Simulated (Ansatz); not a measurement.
Rows from a G0W0 calculation on TeAs2S2 (tetradymite) (R-3m) (Ansatz 0.2.0; G0W0 on PBE, plane waves, PAW; 6×6×6 mesh, 709 empty bands, screening to 200 eV, plasmon pole), in eV. Spin-orbit coupling is left out.

The structure was built from a prototype and need not be the compound's stable phase.

| row | k | band | start | Σx | Σc at the solution | Vxc |
| --- | --- | --- | --- | --- | --- | --- |
| A | (0.333, -0.500, -0.500) | c1 | 9.801 | -11.653 | -3.253 | -14.782 |
| B | (0.000, 0.000, -0.500) | c1 | 9.781 | -10.416 | -3.516 | -13.809 |
| C | (0.333, -0.500, -0.500) | v1 | 8.963 | -15.950 | 0.322 | -15.347 |
| D | (0.333, -0.500, -0.500) | c2 | 10.311 | -11.281 | -3.281 | -14.443 |
| E | (0.000, 0.000, -0.500) | c2 | 10.663 | -10.877 | -3.514 | -14.274 |
| F | (0.000, 0.000, -0.500) | v1 | 8.458 | -15.989 | 0.654 | -15.002 |

**Question.** Work out each quasiparticle level and how far it moved.

The quasiparticle equation reads E = start + Σx + Σc(E) − Vxc.

| row | E (eV) | shift (eV) |
| --- | --- | --- |
| A | 9.677 | −0.124 |
| B | 9.658 | −0.123 |
| C | 8.683 | −0.280 |
| D | 10.191 | −0.120 |
| E | 10.546 | −0.118 |
| F | 8.125 | −0.332 |

The gap over the computed points goes from 0.82 eV to 0.97 eV.

Limits: not at the basis limit; mesh may overstate the screening; no spin-orbit coupling.

[Runs of the session that timed out or met a known fault of the program may be left out.]

[Cells called generated may have been cut or substituted from an entry of the Crystallography Open Database or the Materials Project.]

[Hosts, paths, dates, database ids (printed as entryN), source tags and the programs' standing remarks are cut or masked in the printed files.]
